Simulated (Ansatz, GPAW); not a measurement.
**A 6-layer slab of Re(0001): converging a work function**

Wanted: a convergence study on the slab a 6-layer slab of Re(0001).

Method: Ansatz plane waves; slab in vacuum with a dipole correction, relaxation, in the first sound run; inputs show where later runs differ, in GPAW 26.7.0 and Ansatz 0.2.0.

This is a report of a sequence of runs, with most program output left out.

**1. Set-up**

The cell holds 6 atoms: 6 Re. Its edges and angles: a = 2.760 Å, b = 2.760 Å, c = 29.143 Å, α = 90.0°, β = 90.0°, γ = 60.0°. Vacuum lies along c.

**2. Relaxation**

The atoms are relaxed first, since the surface dipole, and with it the work function, follows the positions of the outer layers. The lowest 3 atoms are held at bulk positions and keep their forces.

File input.yaml:

```yaml
crystal:
  lattice:
    - [2.76, 0.0, 0.0]
    - [1.38, 2.3902301144, 0.0]
    - [0.0, 0.0, 29.1435]
  atoms:
    - { symbol: Re, position: [0.6666666667, 0.6666666667, 0.3088167173] }
    - { symbol: Re, position: [0.0, 0.0, 0.3852900304] }
    - { symbol: Re, position: [0.6666666667, 0.6666666667, 0.4617633435] }
    - { symbol: Re, position: [0.0, 0.0, 0.5382366565] }
    - { symbol: Re, position: [0.6666666667, 0.6666666667, 0.6147099696] }
    - { symbol: Re, position: [0.0, 0.0, 0.6911832827] }
kpoints:
  mp_grid: { grid: [13, 13, 1] }
hamiltonian:
  xc: pbe
scf:
  occupations: { method: fermi_dirac, width: 0.1 }
efield:
  axis: 3
  dipole_correction: true
  ramp_width: 0.05
relax:
  f_tol: 0.02
  max_steps: 60
  constraints: [{ sites: [0, 1, 2] }]
output:
  write_potential: true
  write_density: true
  volumetric_format: npy
```

The run is started by

```console
$ ansatz run input.yaml --threads 4 --pin off --max-ram 8192MiB --backend cpu --events-out ev --progress --plain --runs-dir out
```

It took 16 s on 4 threads of Intel Xeon Platinum 8375C at 2.90GHz (Ice Lake), shared host; peak memory 0.72 GiB.

Step by step:

```
step  energy less that of the first step (eV)  largest force component (eV/Å)
   1                                   0.0000                          1.3639
   2                                   0.0521                          2.0623
   3                                  -0.0745                          0.2137
   4                                  -0.0761                          0.0754
   5                                  -0.0764                          0.0025
```

Relaxation step 2 was tried and not accepted.

The run keeps the 6 symmetry operations that it works with, so distortions that break them were not tested.

The atoms that moved most (Å):

```
atom     dx     dy      dz  length
 Re5  0.000  0.000   0.068   0.068
 Re6  0.000  0.000  -0.044   0.044
 Re4  0.000  0.000  -0.024   0.024
```

The relaxed structure:

```
Re
1.0
     2.76000    0.00000    0.00000
     1.38000    2.39023    0.00000
     0.00000    0.00000   29.14350
Re
6
Direct
  0.66667 0.66667 0.30882
  0.00000 0.00000 0.38529
  0.66667 0.66667 0.46176
  0.00000 0.00000 0.53742
  0.66667 0.66667 0.61704
  0.00000 0.00000 0.68966
```

This step gave:

| Quantity | Value |
| --- | --- |
| free energy | -65206.2713 eV |
| smearing term TS | 0.1667 eV |
| symmetry operations | 6 |
| upper work function | 4.917 eV |
| lower work function | 5.022 eV |
| dipole along the normal | 0.003839 e·Å |
| dipole field | 0.003613 V/Å |
| vacuum level above | 13.33 eV |
| vacuum level below | 13.43 eV |

The electrostatic potential energy of an electron (with the applied field's), less the Fermi level, planar mean oscillates, so the rows of the table below give means over windows of 2.26 Å about each position, cut where the curve ends. Its maxima inside the range that stand out by 2 % of the span (Å: eV): 10.1: -2.26, 12.4: -2.36, 14.6: -2.38, 16.8: -1.55, 19.1: -3.39. Its minima: 9.0: -24.3, 11.2: -24.6, 13.4: -24.4, 15.6: -24.2, 17.9: -24.4, 20.1: -24.3.

Table of electrostatic potential energy of an electron (with the applied field's), less the Fermi level, planar mean by z; means over each step:

z (Å), electrostatic potential energy of an electron (with the applied field's), less the Fermi level, planar mean (eV) and a bar from the least value:
```
     1.13        5.0 ##############################
     3.39        5.0 ##############################
     5.65        5.0 ##############################
     7.91       -5.1 ###############
    10.17      -13.6 ##
    12.43      -13.6 ##
    14.69      -13.8 #
    16.95      -12.6 ###
    19.21      -14.7 
    21.47       -1.6 ####################
    23.73        4.9 ##############################
    25.99        4.9 ##############################
    28.25        4.9 ##############################
```

The valence density, planar mean oscillates, so the rows of the table below give means over windows of 2.19 Å about each position, cut where the curve ends. Its maxima inside the range that stand out by 2 % of the span (Å: e/Å³): 9.0: 1.82, 11.2: 1.82, 13.4: 1.81, 15.6: 1.80, 17.9: 1.81, 20.1: 1.81. Its minima: 10.1: 0.390, 12.4: 0.379, 14.6: 0.393, 16.8: 0.338, 19.1: 0.449.

The valence density, planar mean by z; means over each step:

```
z (Å)  valence density, planar mean (e/Å³)
 3.29                               4.5e-6
 5.48                              0.00111
 7.67                                0.328
 9.86                                 1.01
12.05                                 1.01
14.24                                 1.03
16.43                                0.961
18.62                                 1.08
20.81                                0.805
23.00                              0.00528
25.19                               2.3e-5
```

The relaxation lowered the energy of the cell by 0.0764 eV.

**3. Plane waves, PBE**

With the geometry fixed, the planar mean of the potential gives the vacuum level on each side.

This step: GPAW, PAW setups; slab in vacuum (GPAW 26.7.0).

File run.py:

```python
import json
import numpy as np
from ase import Atoms
from gpaw import GPAW, PW

slab = Atoms(
    ['Re', 'Re', 'Re', 'Re', 'Re', 'Re'],
    positions=[
        [2.76000, 1.59349, 9.00000],
        [0.00000, 0.00000, 11.22870],
        [2.76000, 1.59349, 13.45740],
        [-0.00000, -0.00000, 15.66228],
        [2.76000, 1.59349, 17.98276],
        [-0.00000, -0.00000, 20.09918]],
    cell=[[2.76, 0.0, 0.0], [1.38, 2.39023, 0.0], [0.0, 0.0, 29.1435]],
    pbc=[True, True, False])

slab.calc = GPAW(mode=PW(400), xc='PBE', kpts={'size': (13, 13, 1), 'gamma': True},
                 occupations={'name': 'fermi-dirac', 'width': 0.1}, nbands='140%',
                 convergence={'density': 1e-05}, maxiter=200,
                 poissonsolver={'dipolelayer': 'xy'},
                 symmetry={'tolerance': 1e-3}, txt='slab.txt')
result = {}
energy = slab.get_potential_energy()
fermi = slab.calc.get_fermi_level()
v = slab.calc.get_electrostatic_potential().mean((0, 1)) - fermi
n = slab.calc.get_pseudo_density().mean((0, 1))
L = slab.cell[2, 2]
z = np.arange(len(v)) * L / len(v)
low, high = slab.positions[:, 2].min(), slab.positions[:, 2].max()
below, above = np.interp([low - 6.8, high + 6.8], z, v)
slopes = [np.interp(x, z, np.gradient(v, z)) for x in (low - 6.8, high + 6.8)]
eps = np.array([[slab.calc.get_eigenvalues(k, s) for k in range(len(slab.calc.get_ibz_k_points()))]
                for s in range(slab.calc.get_number_of_spins())]) - fermi
top, bottom = eps[eps < 0].max(), eps[eps > 0].min()
dipole = slab.get_dipole_moment()[2]
print(f'energy {energy:.4f} eV, Fermi level {fermi:.4f} eV, dipole {dipole:.5f} e A')
print(f'potential 6.8 A off the faces, from the Fermi level: lower {below:.4f} eV, upper {above:.4f} eV')
print(f'slope of the potential there: lower {slopes[0]:.5f}, upper {slopes[1]:.5f} eV/A')
print(f'nearest levels on the mesh: {top:.4f} and {bottom:.4f} eV')
print('magnetic moment', round(slab.get_magnetic_moment(), 3))
result.update(energy=energy, fermi=fermi, dipole=dipole, below=below, above=above, slopes=slopes, edges=[top, bottom],
              z=z.tolist(), v=v.tolist(), n=n.tolist(), positions=slab.positions.tolist(),
              forces=slab.get_forces(apply_constraint=False).tolist(), moments=slab.get_magnetic_moments().tolist())
json.dump(result, open('result.json', 'w'))
```

The run is started by

```console
$ OMP_NUM_THREADS=1 OPENBLAS_NUM_THREADS=1 python run.py
```

The job ended after 3.7 min (1 thread; peak memory 0.25 GiB).

Numbers from this step:

```
dipole along the normal                    : 0.003805 e·Å
levels nearest the Fermi level on the mesh : -0.02932, 0.007468 eV from the Fermi level
upper work function                        : 4.918 eV
lower work function                        : 5.023 eV
```

The electrostatic potential energy of an electron (without an applied field's), less the Fermi level, planar mean oscillates, so the rows of the table below give means over windows of 2.21 Å about each position, cut where the curve ends. Its maxima inside the range that stand out by 2 % of the span (Å: eV): 10.1: -2.16, 12.3: -2.33, 14.6: -2.36, 16.8: -1.41, 19.0: -3.36. Its minima: 9.0: -29.1, 11.2: -29.6, 13.5: -29.3, 15.7: -29.4, 18.0: -29.4, 20.1: -29.2.

The electrostatic potential energy of an electron (without an applied field's), less the Fermi level, planar mean by z; means over each step:

```
z (Å)  electrostatic potential energy of an electron (without an applied field's), less the Fermi level, planar mean (eV)
 1.10                                                                                                                5.02
 3.31                                                                                                                5.02
 5.53                                                                                                                4.99
 7.73                                                                                                               -2.86
 9.95                                                                                                               -14.3
12.16                                                                                                               -14.3
14.37                                                                                                               -14.5
16.57                                                                                                               -13.2
18.79                                                                                                               -15.6
21.00                                                                                                               -8.34
23.21                                                                                                                4.83
25.41                                                                                                                4.92
27.62                                                                                                                4.92
```

The pseudo valence density, planar mean oscillates, so the rows of the table below give means over windows of 2.16 Å about each position, cut where the curve ends. Its maxima inside the range that stand out by 2 % of the span (Å: e/Å³): 9.1: 1.73, 11.2: 1.77, 13.4: 1.73, 15.8: 1.70, 17.9: 1.74, 20.1: 1.76. Its minima: 10.1: 0.387, 12.3: 0.379, 14.5: 0.401, 16.8: 0.336, 19.0: 0.446.

Pseudo valence density, planar mean against z; means over each step:

```
z (Å)  pseudo valence density, planar mean (e/Å³)
 3.24                                      4.1e-6
 5.40                                      9.0e-4
 7.56                                       0.207
 9.72                                       0.880
11.88                                       0.883
14.04                                       0.896
16.20                                       0.866
18.36                                       0.920
20.52                                       0.808
22.68                                      0.0114
24.84                                      5.2e-5
```

Force by atom:

```
atom  x (eV/Å)  y (eV/Å)  z (eV/Å)  size
 Re1      0.00      0.00      0.98  0.98
 Re2      0.00      0.00     -1.53  1.53
 Re3      0.00      0.00      0.57  0.57
 Re4      0.00      0.00      0.01  0.01
 Re5      0.00      0.00     -0.02  0.02
 Re6      0.00      0.00      0.00  0.00
```

The potential is flat to 7.2e-5 eV/Å where it is read, so the vacuum is wide enough. The geometry is the other program's minimum; here the largest force on a free atom is 0.025 eV/Å.

**4. Cutoff 200**

The cutoff limits how sharply the smooth valence waves can vary, which tells mostly near the atoms.

Changes to run.py since step 3:

```diff
@@ -17,3 +17,3 @@
 
-slab.calc = GPAW(mode=PW(400), xc='PBE', kpts={'size': (13, 13, 1), 'gamma': True},
+slab.calc = GPAW(mode=PW(200), xc='PBE', kpts={'size': (13, 13, 1), 'gamma': True},
                  occupations={'name': 'fermi-dirac', 'width': 0.1}, nbands='140%',
```

It took 66 s on 1 thread; peak memory 0.17 GiB.

The run finished. A setting was moved off its sound value on purpose, so it serves as a test and not as the result.

The fault put into the input: a cutoff under that of the base run: the energy of the cell lies 2.1 eV from the base value (ecut = 200).

Side by side:

```
                     quantity   this run  sound run  difference
dipole along the normal (e·Å)  0.0035023  0.0038055     -3.0e-4
     upper work function (eV)     4.9362     4.9178      0.0185
     lower work function (eV)     5.0408     5.0227      0.0181
```

**5. Cutoff 300**

Changes to run.py since step 4:

```diff
@@ -17,3 +17,3 @@
 
-slab.calc = GPAW(mode=PW(200), xc='PBE', kpts={'size': (13, 13, 1), 'gamma': True},
+slab.calc = GPAW(mode=PW(300), xc='PBE', kpts={'size': (13, 13, 1), 'gamma': True},
                  occupations={'name': 'fermi-dirac', 'width': 0.1}, nbands='140%',
```

Wall time 93 s (1 thread); peak memory 0.21 GiB.

The run finished. A setting was moved off its sound value on purpose, so it serves as a test and not as the result.

The fault put into the input: a cutoff under that of the base run: the energy of the cell lies 0.68 eV from the base value (ecut = 300).

The two runs compared:

```
                     quantity   this run  sound run  difference
dipole along the normal (e·Å)  0.0038037  0.0038055     -1.8e-6
     upper work function (eV)     4.9198     4.9178     0.00209
     lower work function (eV)     5.0256     5.0227     0.00293
```

**6. Cutoff 700: ecut = 700**

Changes to run.py since step 5:

```diff
@@ -17,3 +17,3 @@
 
-slab.calc = GPAW(mode=PW(300), xc='PBE', kpts={'size': (13, 13, 1), 'gamma': True},
+slab.calc = GPAW(mode=PW(700), xc='PBE', kpts={'size': (13, 13, 1), 'gamma': True},
                  occupations={'name': 'fermi-dirac', 'width': 0.1}, nbands='140%',
```

It took 7.8 min on 1 thread; peak memory 0.43 GiB.

This step gave:

* dipole along the normal: 0.003793 e·Å
* levels nearest the Fermi level on the mesh: -0.03029, 0.008580 eV from the Fermi level
* upper work function: 4.919 eV
* lower work function: 5.024 eV

The electrostatic potential energy of an electron (without an applied field's), less the Fermi level, planar mean oscillates, so the rows of the table below give means over windows of 2.23 Å about each position, cut where the curve ends. Its maxima inside the range that stand out by 2 % of the span (Å: eV): 10.1: -2.13, 12.3: -2.33, 14.6: -2.36, 16.8: -1.41, 19.0: -3.29. Its minima: 9.1: -29.0, 11.3: -29.5, 13.4: -29.4, 15.6: -29.3, 18.0: -29.5, 20.2: -28.9.

The electrostatic potential energy of an electron (without an applied field's), less the Fermi level, planar mean by z; means over each step:

```
z (Å)  electrostatic potential energy of an electron (without an applied field's), less the Fermi level, planar mean (eV)
 1.11                                                                                                                5.02
 3.34                                                                                                                5.02
 5.57                                                                                                                4.98
 7.80                                                                                                               -3.97
10.03                                                                                                               -14.4
12.26                                                                                                               -14.5
14.49                                                                                                               -14.7
16.72                                                                                                               -13.1
18.95                                                                                                               -15.9
21.18                                                                                                               -5.61
23.41                                                                                                                4.86
25.64                                                                                                                4.92
27.87                                                                                                                4.92
```

The pseudo valence density, planar mean oscillates, so the rows of the table below give means over windows of 2.27 Å about each position, cut where the curve ends. Its maxima inside the range that stand out by 2 % of the span (Å: e/Å³): 9.1: 1.73, 11.2: 1.74, 13.4: 1.76, 15.7: 1.76, 18.0: 1.77, 20.1: 1.76. Its minima: 10.2: 0.391, 12.3: 0.379, 14.6: 0.394, 16.8: 0.336, 19.1: 0.449.

Pseudo valence density, planar mean against z; means over each step:

```
z (Å)  pseudo valence density, planar mean (e/Å³)
 3.41                                      6.7e-6
 5.68                                     0.00195
 7.95                                       0.494
10.22                                       0.896
12.49                                       0.897
14.76                                       0.911
17.03                                       0.835
19.30                                       0.960
21.57                                       0.212
23.84                                      6.9e-4
26.11                                      2.5e-6
```

Force by atom:

```
atom  x (eV/Å)  y (eV/Å)  z (eV/Å)  size
 Re1      0.00      0.00      0.98  0.98
 Re2      0.00      0.00     -1.53  1.53
 Re3      0.00      0.00      0.57  0.57
 Re4      0.00      0.00      0.01  0.01
 Re5      0.00      0.00     -0.02  0.02
 Re6      0.00      0.00     -0.01  0.01
```

The upper face's work function is 4.919 eV, against 4.918 eV in the first plane-wave PBE run at this geometry.

**7. K mesh 4×4**

The mesh in the plane samples the bands: a metal's Fermi level needs it dense, and band edges must lie on it.

Changes to run.py since step 6:

```diff
@@ -17,3 +17,3 @@
 
-slab.calc = GPAW(mode=PW(700), xc='PBE', kpts={'size': (13, 13, 1), 'gamma': True},
+slab.calc = GPAW(mode=PW(400), xc='PBE', kpts={'size': (4, 4, 1), 'gamma': True},
                  occupations={'name': 'fermi-dirac', 'width': 0.1}, nbands='140%',
```

Run time: 30 s. Hardware: 1 thread; peak memory 0.2 GiB.

The run finished with changed settings (kpts = [4, 4]); it serves as a test.

Side by side:

```
                     quantity   this run  sound run  difference
dipole along the normal (e·Å)  0.0067325  0.0038055     0.00293
     upper work function (eV)     4.5078     4.9178      -0.410
     lower work function (eV)     4.6931     5.0227      -0.330
```

The two runs differ clearly in the upper work function: 4.51 eV against 4.92 eV.

**8. K mesh 8×8**

Changes to run.py since step 7:

```diff
@@ -17,3 +17,3 @@
 
-slab.calc = GPAW(mode=PW(400), xc='PBE', kpts={'size': (4, 4, 1), 'gamma': True},
+slab.calc = GPAW(mode=PW(400), xc='PBE', kpts={'size': (8, 8, 1), 'gamma': True},
                  occupations={'name': 'fermi-dirac', 'width': 0.1}, nbands='140%',
```

Elapsed: 78 s, on 1 thread; peak memory 0.22 GiB.

The run finished with changed settings (kpts = [8, 8]); it serves as a test.

The two runs compared:

```
                quantity  this run  sound run  difference
upper work function (eV)    4.9328     4.9178      0.0151
lower work function (eV)    5.0152     5.0227    -0.00753
```

[end of part 1 of 2]

[Logs are printed without paths, hosts, clocks, repeated set-up lines and the standing remarks that a program may print on its own settings, such as how far it seeks lower states.]

[Hosts, paths, dates, database ids (printed as entryN), source tags and the programs' standing remarks are cut or masked in the printed files.]
